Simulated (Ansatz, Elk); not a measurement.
# Optical response of BiAs (model structure), part 2 of 2

Aim: the dielectric function of BiAs (model structure), and the optical constants that follow from it. The cell was made here by substitution or stacking, whether or not such a phase is known. It was built so: All Sb replaced by Bi in the R-3m structure of SbAs. The cell is first relaxed with Ansatz.

Elk 11.2.3 (patched build); DFT, PBE, all-electron APW+lo, Dirac cores, scalar-relativistic bands, independent-particle optical response without local fields.

So far: Starting point; Relaxation.

### 3. Ground state

First the ground state: is it a metal or has it a gap?

This step: DFT, PBE, all-electron APW+lo, Dirac cores, scalar-relativistic bands, ground state (Elk 11.2.3 (patched build)).

Input file elk.in:

```
tasks
  0
  120

xctype
  20

nempty
  14

lorbcnd
  .true.

rgkmax
  7.0

swidth
  0.0018375

maxscl
  100

epsengy
  1e-05

sppath
  './'

avec
  4.0289044493 2.3260890683 6.5807985729
  -4.0289044493 2.3260890683 6.5807985729
  0.0000000000 -4.6521781367 6.5807985729

atoms
  2
  'Bi.in'
  1
  0.5000000000 0.5000000000 0.5000000000   0.000 0.000 0.000
  'As.in'
  1
  1.0000000000 1.0000000000 1.0000000000   0.000 0.000 0.000

ngridk
  7 7 7

vkloff
  0.2500 0.5000 0.6250
```

Run with:

```bash
OMP_NUM_THREADS=2 elk
```

The program printed:

```text
┌─────────────────────────┐
│ Elk code version 11.2.3 │
└─────────────────────────┘

All units are atomic (Hartree, Bohr, etc.)

┌─────────────────────────────────────────────────┐
│ Ground-state run starting from atomic densities │
└─────────────────────────────────────────────────┘

Lattice vectors :
   4.028904449       2.326089068       6.580798573
  -4.028904449       2.326089068       6.580798573
   0.000000000      -4.652178137       6.580798573

Reciprocal lattice vectors :
  0.7797635047      0.4501966694      0.3182585030
 -0.7797635047      0.4501966694      0.3182585030
 -0.1029663581E-16 -0.9003933387      0.3182585030

Unit cell volume      :    370.0353002
Brillouin zone volume :   0.6703420277

Muffin-tin inner radius fraction :   0.1000000000E-01

Nuclei treated as point charges

Species : 1 (Bi)
 parameters loaded from : Bi.in
 name : bismuth
 nuclear charge    :   -83.00000000
 electronic charge :    83.00000000
 atomic mass :    380947.9285
 muffin-tin radius :    2.800000000
 number of radial points in muffin-tin :   1393
 inner part over the whole radius :   0.9976520004E-02
 number on inner part of muffin-tin    :   1001
 approximate nuclear radius :   0.1052171418E-03
 number of mesh points to nuclear radius :    526
 atomic positions (lattice), magnetic fields (Cartesian) :
  1 :   0.00000000  0.00000000  0.00000000    0.00000000  0.00000000  0.00000000

Species : 2 (As)
 parameters loaded from : As.in
 name : arsenic
 nuclear charge    :   -33.00000000
 electronic charge :    33.00000000
 atomic mass :    136573.7220
 muffin-tin radius :    2.400000000
 number of radial points in muffin-tin :    993
 inner part over the whole radius :   0.9862024899E-02
 number on inner part of muffin-tin    :    702
 approximate nuclear radius :   0.7712558785E-04
 number of mesh points to nuclear radius :    341
 atomic positions (lattice), magnetic fields (Cartesian) :
  1 :   0.50000000  0.50000000  0.50000000    0.00000000  0.00000000  0.00000000

Total number of atoms per unit cell :    2
Total muffin-tin volume :    149.8581584
 ratio of muffin-tin to unit cell volume :   0.4049834119

Spin treatment :
 spin-unpolarised

Number of Bravais lattice symmetries :   12
Number of crystal symmetries         :   12
Crystal has inversion symmetry
Real symmetric eigensolver will be used

k-point grid :      7     7     7
k-point offset :   0.2500000000      0.5000000000      0.6250000000
k-point set is reduced with full crystal symmetry group
Total number of k-points :      343

Muffin-tin radius times maximum |G+k| :    7.000000000
 using average radius
Maximum |G+k| for APW functions       :    2.692307692
Maximum (1/2)|G+k|²                   :    3.624260355
Maximum |G| for potential and density :    12.00000000
Constant for pseudocharge density :    8
 order of it for each species :   15  15
 order of it for pair densities of each species (exact exchange by exxq0 0: 15) :   11   8
Radial integration step length :    1

G-vector grid sizes :     32    32    32
Number of G-vectors :    10849

Maximum angular momentum used for
 APW functions            :    8
 outer part of muffin-tin :    6
 inner part of muffin-tin :    2

Total nuclear charge    :   -116.0000000
Total core charge       :    86.00000000
Total valence charge    :    30.00000000
Total excess charge     :    0.000000000
Total electronic charge :    116.0000000

Effective Wigner radius, rₛ :   0.9131991935

Number of empty states         :     28
Total number of valence states :     44
Total number of core states    :     86

Conduction state local-orbitals added automatically
Third-order local-orbitals added for an l without core states : F
Total number of local-orbitals :    128

Exchange-correlation functional :     20     0     0
 Perdew-Burke-Ernzerhof, Phys. Rev. Lett. 77, 3865 (1996)
 gradient requirement :    1
 generalised gradient approximation (GGA)

Smearing type :    3
 Fermi-Dirac
Smearing width :   0.1837500000E-02
Effective electronic temperature (K) :    580.2366081

Mixing type :    3
 Broyden mixing, J. Phys. A: Math. Gen. 17, L317 (1984)

Kohn-Sham potential initialised from atomic data

┌──────────────────────────────┐
│ Self-consistent loop started │
└──────────────────────────────┘

┌─────────────────┐
│ Loop number : 1 │
└─────────────────┘

Energies :
 Fermi                       :     0.941174E-01
 sum of occupied eigenvalues :     -14693.053540695
 electron kinetic            :      27557.848776826
 core electron kinetic       :      27229.211027801
 Coulomb                     :     -50918.481590768
 Coulomb potential           :     -41611.733237506
 nuclear-nuclear             :     -1866.7115623766
 electron-nuclear            :     -56521.402354829
 Hartree                     :      7469.6323264373
 Madelung                    :     -30112.614972015
 xc potential                :     -639.16908001617
 exchange                    :     -475.82769462627
 correlation                 :     -6.740930
 electron entropic           :    -0.488331E-05
 total energy                :     -23843.201443356

Density of states at Fermi energy :   0.2067464720
 (states/Hartree/unit cell)

Estimated indirect band gap :   0.1664834753E-01
 from k-point 285 to k-point 172
Estimated direct band gap   :   0.2412436880E-01
 at k-point 172

Charges :
 core                        :    86.00000000
 valence                     :    30.00000000
 interstitial                :    3.570098652
 muffin-tins (core leakage)
  species : 1 (Bi)
   atom 1                    :    80.84196823     (  0.6983994623E-03)
  species : 2 (As)
   atom 1                    :    31.58793312     (  0.1410236042E-03)
 total in muffin-tins        :    112.4299013
 total calculated charge     :    115.9986964
 total charge                :    116.0000000
 error                       :   0.1303611380E-02

┌─────────────────┐
│ Loop number : 2 │
└─────────────────┘

Energies :
 Fermi                       :     0.952971E-01
 sum of occupied eigenvalues :     -14692.976509385
 electron kinetic            :      27557.260307026
 core electron kinetic       :      27228.751583900
 Coulomb                     :     -50918.497494664
 Coulomb potential           :     -41611.656372423
 nuclear-nuclear             :     -1866.7115623766
 electron-nuclear            :     -56521.508235901
 Hartree                     :      7469.7223036138
 Madelung                    :     -30112.669308452
 xc potential                :     -638.58044398789
 exchange                    :     -475.82787243758
 correlation                 :     -6.740984
 electron entropic           :    -0.517379E-05
 total energy                :     -23843.806049614

Density of states at Fermi energy :   0.2205921559
 (states/Hartree/unit cell)

Estimated indirect band gap :   0.1648353673E-01
 from k-point 285 to k-point 172
Estimated direct band gap   :   0.2404899414E-01
 at k-point 172

Charges :
 core                        :    86.00000000
 valence                     :    30.00000000
 interstitial                :    3.570400928
 muffin-tins (core leakage)
  species : 1 (Bi)
   atom 1                    :    80.84692743     (  0.6977203161E-03)
  species : 2 (As)
   atom 1                    :    31.58267165     (  0.1410856565E-03)
 total in muffin-tins        :    112.4295991
 total calculated charge     :    115.9986977
 total charge                :    116.0000000
 error                       :   0.1302318307E-02

RMS change in Kohn-Sham potential (target) :   0.2017894867     (  0.1000000000E-05)
Absolute change in total energy (target)   :   0.6046062582     (  0.1000000000E-04)

[... 13 loops left out ...]

┌──────────────────┐
│ Loop number : 16 │
└──────────────────┘

Energies :
 Fermi                       :     0.223706
 sum of occupied eigenvalues :     -14680.257609921
 electron kinetic            :      27558.302936485
 core electron kinetic       :      27228.175712763
 Coulomb                     :     -50918.364106143
 Coulomb potential           :     -41607.551075148
 nuclear-nuclear             :     -1866.7115623766
 electron-nuclear            :     -56525.149664396
 Hartree                     :      7473.4971206300
 Madelung                    :     -30114.588568568
 xc potential                :     -631.00947125810
 exchange                    :     -475.84388711589
 correlation                 :     -6.742406
 electron entropic           :    -0.666900E-04
 total energy                :     -23842.647529742

Density of states at Fermi energy :    4.470055432
 (states/Hartree/unit cell)

Estimated indirect band gap :   0.5938517915E-02
 from k-point 44 to k-point 148
Estimated direct band gap   :   0.1443697509E-01
 at k-point 341

Charges :
 core                        :    86.00000000
 valence                     :    30.00000000
 interstitial                :    3.531892300
 muffin-tins (core leakage)
  species : 1 (Bi)
   atom 1                    :    81.08336239     (  0.6684237675E-03)
  species : 2 (As)
   atom 1                    :    31.38474531     (  0.1411043811E-03)
 total in muffin-tins        :    112.4681077
 total calculated charge     :    115.9987678
 total charge                :    116.0000000
 error                       :   0.1232184952E-02

RMS change in Kohn-Sham potential (target) :   0.2919359975E-07 (  0.1000000000E-05)
Absolute change in total energy (target)   :   0.6994014257E-05 (  0.1000000000E-04)

Convergence targets achieved

┌──────────────────┐
│ Loop number : 17 │
└──────────────────┘

Energies :
 Fermi                       :     0.223706
 sum of occupied eigenvalues :     -14680.257610311
 electron kinetic            :      27558.302936230
 core electron kinetic       :      27228.175712553
 Coulomb                     :     -50918.364105712
 Coulomb potential           :     -41607.551074654
 nuclear-nuclear             :     -1866.7115623766
 electron-nuclear            :     -56525.149663943
 Hartree                     :      7473.4971206078
 Madelung                    :     -30114.588568384
 xc potential                :     -631.00947188706
 exchange                    :     -475.84388711568
 correlation                 :     -6.742406
 electron entropic           :    -0.666900E-04
 total energy                :     -23842.647529566

Density of states at Fermi energy :    4.470056229
 (states/Hartree/unit cell)

Estimated indirect band gap :   0.5938517104E-02
 from k-point 44 to k-point 148
Estimated direct band gap   :   0.1443697407E-01
 at k-point 341

Charges :
 core                        :    86.00000000
 valence                     :    30.00000000
 interstitial                :    3.531892265
 muffin-tins (core leakage)
  species : 1 (Bi)
   atom 1                    :    81.08336240     (  0.6684237620E-03)
  species : 2 (As)
   atom 1                    :    31.38474534     (  0.1411043810E-03)
 total in muffin-tins        :    112.4681077
 total calculated charge     :    115.9987678
 total charge                :    116.0000000
 error                       :   0.1232184976E-02

┌──────────────────────────────┐
│ Self-consistent loop stopped │
└──────────────────────────────┘

Warning : core states of species 1 leak from the muffin-tin :   0.6684237620E-03

Warning : core states of species 2 leak from the muffin-tin :   0.1411043810E-03

Wrote STATE.OUT
```

Elapsed: 89 s, on 2 threads of Arm Neoverse V2, shared host; peak memory 0.17 GiB; 2.9 min of CPU time.

Numbers from this step:

```
total energy           : -23843 Ha
Fermi energy           : 6.087 eV
DOS at the Fermi level : 0.1643 states/eV/cell
```

There are states at the Fermi level within the smearing, so the occupations stay smeared and the carriers get a Drude term.

### 4. Independent particles

With the density converged, the vertical transitions are summed over the zone.

This step: DFT, PBE, all-electron APW+lo, Dirac cores, scalar-relativistic bands, independent-particle optical response without local fields (Elk 11.2.3 (patched build)).

elk.in: that of step 3 with these lines changed.

```diff
@@ -1,4 +1,10 @@
 tasks
-  0
-  120
+  121
+
+optcomp
+  1 1
+  3 3
+
+intraband
+  .true.
 
@@ -17,9 +23,7 @@
 swidth
-  0.0018375
+  0.0036749
 
-maxscl
-  100
-
-epsengy
-  1e-05
+wplot
+  400 100 0
+  0.0 1.10248
```

Run with:

```bash
OMP_NUM_THREADS=2 elk
```

The program printed:

```text
┌─────────────────────────────────┐
│ Elk code version 11.2.3 started │
└─────────────────────────────────┘

Info(readinput): the functional depends on the density's gradient
 muffin-tin radial points multiplied by    2.00000
 (not where nrmtscf is given)

┌────────────────────┐
│ Current task : 121 │
└────────────────────┘

Info(findsymcrys): atomic basis shift (lattice) :
  0.5000000000      0.5000000000      0.5000000000
See GEOMETRY.OUT for new atomic positions

Info(dielectric):
 dielectric tensor written to EPSILON_ij.OUT
 optical conductivity written to SIGMA_ij.OUT
 plasma frequency written to PLASMA_ij.OUT
 for components
  i = 1, j = 1
  i = 3, j = 3

┌──────────────────┐
│ Elk code stopped │
└──────────────────┘
```

Wall time 2.7 s (2 threads); peak memory 0.03 GiB; 5.9 s of CPU time.

Read-outs:

* centre of weight of the strongest loss peak in the window: 17.56 eV
* Drude plasma energy, first axis: 4.237 eV

The Im ε has structure finer than the step of the table below, so its rows give means over 1 eV. Peaks (eV: height): E ∥ x 0.5: 587; E ∥ z 0.7: 454.

Sum at mesh points, not converged in k. Im ε against photon energy; means over each step:

```
photon energy (eV)   E ∥ x   E ∥ z
                 1     222     200
                 2    14.1    13.7
                 3    2.97    2.85
                 4    1.20    1.17
                 5    1.22    1.16
                 6    3.96    3.90
                 7    5.66    5.62
                 8    2.79    2.85
                 9    1.64    1.63
                10    1.20    1.26
                11   0.975   0.874
                12   0.810   0.905
                13   0.653   0.567
                14   0.497   0.559
                15   0.407   0.364
                16   0.397   0.423
                17   0.288   0.286
                18   0.186   0.168
                19   0.126   0.125
                20   0.109   0.119
                21   0.100   0.103
                22  0.0955  0.0891
                23   0.203   0.202
                24   0.312   0.310
                25   0.256   0.262
                26   0.268   0.264
                27   0.256   0.254
                28   0.221   0.220
                29   0.145   0.148
```

Values under 1 per cm are given as 1; sum at mesh points, not converged in k. Table of absorption coefficient by photon energy:

```
photon energy (eV)  E ∥ x (1/cm)  E ∥ z (1/cm)
              0.97         1.4e6         1.4e6
              2.02         1.4e6         1.3e6
              3.00         1.3e6         1.2e6
              3.98         1.2e6         1.1e6
              5.03         8.4e5         7.3e5
              6.00         6.8e5         6.4e5
              6.97         1.5e6         1.5e6
              8.03         1.6e6         1.6e6
              9.00         1.4e6         1.4e6
              9.97         1.4e6         1.3e6
             11.03         1.3e6         1.2e6
             12.00         1.2e6         1.2e6
             12.97         1.2e6         1.1e6
             14.03         1.1e6         1.0e6
             15.00         9.1e5         7.9e5
             15.97         8.3e5         7.8e5
             17.02         7.7e5         6.8e5
             18.00         3.8e5         3.3e5
             18.98         2.2e5         1.9e5
             20.02         1.8e5         1.9e5
             21.00         1.4e5         1.4e5
             21.98         1.3e5         1.3e5
             23.02         2.2e5         2.4e5
             24.00         4.3e5         4.0e5
             24.98         4.1e5         3.9e5
             26.02         4.3e5         4.0e5
             27.00         4.7e5         4.6e5
             27.98         4.0e5         3.9e5
             29.02         2.7e5         2.8e5
```

The loss function −Im 1/ε at q → 0 has structure finer than the step of the table below, so its rows give means over 1 eV. Peaks (eV: height): E ∥ x 17.6: 4.87; E ∥ z 15.2: 2.86, 17.5: 4.56.

Sum at mesh points, not converged in k. Loss function −Im 1/ε at q → 0 against energy loss; means over each step:

```
energy loss (eV)    E ∥ x    E ∥ z
               1  0.00282  0.00321
               2  0.00526  0.00652
               3  0.00902  0.00982
               4   0.0187   0.0265
               5    0.191    0.272
               6    0.284    0.280
               7    0.140    0.145
               8    0.145    0.157
               9    0.204    0.236
              10    0.281    0.318
              11    0.424    0.507
              12    0.552    0.618
              13    0.770    0.929
              14     1.13     1.30
              15     1.88     2.26
              16     2.39     2.36
              17     3.53     3.56
              18     3.68     2.93
              19     1.72     1.17
              20    0.682    0.588
              21    0.394    0.360
              22    0.253    0.214
              23    0.305    0.279
              24    0.584    0.540
              25    0.517    0.484
              26    0.506    0.475
              27    0.527    0.495
              28    0.481    0.444
              29    0.320    0.310
```

Sum at mesh points, not converged in k. Reflectivity at normal incidence against photon energy; read off at these points:

```
photon energy (eV)  E ∥ x (%)  E ∥ z (%)
               1.0       91.8       90.5
               2.0       92.8       92.0
               2.6       94.3       92.5
               3.0       91.9       92.5
               3.3       92.8       93.5
               4.0       91.8       89.7
               5.0       71.7       64.6
               6.0       20.3       19.1
               7.0       46.3       47.3
               8.0       61.0       57.3
               8.2       59.8       59.9
               8.7       62.8       57.3
               9.0       59.0       55.3
              10.0       59.9       52.4
              11.0       50.7       50.6
              12.0       49.4       42.4
              13.0       47.4       46.6
              14.0       47.4       38.5
              15.0       36.5       36.0
              16.0       27.9       20.7
              17.0       30.3       26.1
              18.0       17.5       14.4
              19.0       10.7       8.26
              20.0       5.00       4.00
              21.0       2.96       2.63
              22.0       1.57       1.28
              23.0      0.446      0.388
              24.0       1.75       1.54
              25.0       1.70       1.38
              26.0       1.46       1.23
              27.0       2.05       1.85
              28.0       1.58       1.33
              29.0       1.12       1.04
```

Optical constants at common wavelengths, from n + ik = √ε:

```
wavelength (nm)   n x     k x  R (%) x   1/α x   n z     k z  R (%) z   1/α z
           1550  9.86  16.838     90.2  7.3 nm  9.94  15.722     89.2  7.8 nm
            633  0.91   6.924     92.9  7.3 nm  0.89   6.532     92.3  7.7 nm
            450  0.36   4.643     93.9  7.7 nm  0.41   4.484     92.5  8.0 nm
            405  0.37   4.129     92.2  7.8 nm  0.31   3.940     92.8  8.2 nm
            365  0.25   3.615     93.1  8.0 nm  0.22   3.380     93.3  8.6 nm
            308  0.19   2.819     91.8  8.7 nm  0.21   2.593     89.5  9.5 nm
            193  1.63   1.785     35.4  8.6 nm  1.72   1.675     32.6  9.2 nm
```

In reflection the computed colour is near white: x = 0.312, y = 0.328, luminous reflectivity 92 %.

### 5. Results

```yaml
drude_plasma_energy_first_axis: 4.24 eV
centre_of_weight_of_the_strongest_loss_peak_in_the_window_first_axis: 17.6 eV
```

What this shows: At this level (PBE, independent particles) BiAs is a semimetal or has a tiny gap, with few carriers whose number hangs on mesh and smearing, and a Drude plasma energy of 4.3 eV. The mesh is too coarse to trust the carriers' weight, the reflectivity or the colour to better than tens of per cent. The cell shrank by 1.4 % in volume. Along x the bare Drude plasma energy is 4.2 eV; Re ε first rises through zero at 0.20 eV, far lower, because interband transitions screen the carriers. Im ε is 280 there, so the loss peak at that energy is weak. In reflection the computed colour is near white: x = 0.312, y = 0.328, luminous reflectivity 92 %. The carriers' damping of 0.1 eV is typed, not computed; at 0.8 eV the carriers give 1 % of Im ε, the rest is interband. Spin-orbit coupling is left out although heavy atoms are present. The sum runs over mesh points 0.26 Å⁻¹ apart with no interpolation, so peaks are partly noise of the mesh, and the Drude plasma energy, a sum over the Fermi surface, isn't converged. Not shown from this task: 4 steps that ran out of time.

[Long decimals in the printed logs are rounded to 6 places.]

[Machine, clock and banner lines and Python warnings are left out of the logs.]

[Logs are printed without paths, hosts, clocks, repeated set-up lines and the standing remarks that a program may print on its own settings, such as how far it seeks lower states.]

[Hosts, paths, dates, database ids (printed as entryN), source tags and the programs' standing remarks are cut or masked in the printed files.]

[Where Elk ran, warnings of its patched build on accuracy (core leakage, angular cutoffs, spin-orbit splittings, empty states, lower magnetic states) are left out.]

[Where the starting crystal was built by hand or by swapping elements, it need not be the compound's stable phase.]

[The count of steps not shown may lack steps that the program refused or didn't finish.]
